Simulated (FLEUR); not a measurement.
Records of electronic-structure calculations.

Fe2B: parallel and opposed starts. The structure is tetragonal, space group I4/mcm (No. 140). Conventional cell: a = 5.099 Å, b = 5.099 Å, c = 4.240 Å, α = 90.00°, β = 90.00°, γ = 90.00°. Fe has 4 B at 2.18 Å and 3 Fe at 2.41 to 2.43 Å nearest. B has 2 B at 2.12 Å and 8 Fe at 2.18 Å nearest. Farther neighbours are not listed. The calculation used PBEsol; all-electron FLAPW, Dirac cores, scalar-relativistic bands in FLEUR MaX-R8.1, with kmax 4 1/bohr, gmax 12 1/bohr, muffin tin radii Fe: 2.05, B: 1.95 bohr, lmax Fe: [8, 6], B: [8, 6], hist occupations, smearing width 0.05 eV, mixer Anderson, mixing 0.05, max iterations 90, stop 2.00e-5 me/bohr³, collinear spin, 8×8×8 k-mesh, mesh matched on, starting moments 2.8 2.8 2.8 2.8 0 0 μB in one of its runs. The lowest state found is ferromagnetic (initial ferro ++++) and the largest site spin moment is 1.93 μB. The next finished state is antiferromagnetic, 201 meV a seeded atom higher and the energy gained by spin polarisation is 205 meV a seeded atom. It took 3 runs, 8 min in all on 4 MPI ranks of Intel Xeon Platinum 8375C at 2.90GHz (Ice Lake), shared host (the runs of this entry). The lowest state found is ferromagnetic, reached from the start ferro ++++, with moments up to 1.93 μB. The next finished state costs 201 meV a seeded atom. The database entry behind the starting cell differs from later determinations by our own check (0.1 to 0.3 % short, probably kX units). The run is spin-polarised, with a total moment of 7.37 μB a cell. This is the lowest of 3 finished starts, no proof of the ground state.

```
Fe B
1.0
    -2.54950    2.54950    2.12000
     2.54950   -2.54950    2.12000
     2.54950    2.54950   -2.12000
Fe B
4 2
Cartesian
  3.4010 0.8515 0.0000
  0.8515 1.6980 0.0000
  -0.8515 1.6980 2.1200
  1.6980 0.8515 2.1200
  0.0000 0.0000 3.1800
  0.0000 0.0000 1.0600
```

[Logs and program files are shortened in this print: banners, set-up blocks, solver, clock and traceback lines can be left out without a mark of their own.]

[Logs are printed without paths, hosts, clocks, repeated set-up lines and the standing remarks that a program may print on its own settings, such as how far it seeks lower states.]

[Hosts, paths, dates, database ids (printed as entryN), source tags and the programs' standing remarks are cut or masked in the printed files.]

[Where a cell is said to come from a database of computed structures, the database is the Materials Project.]
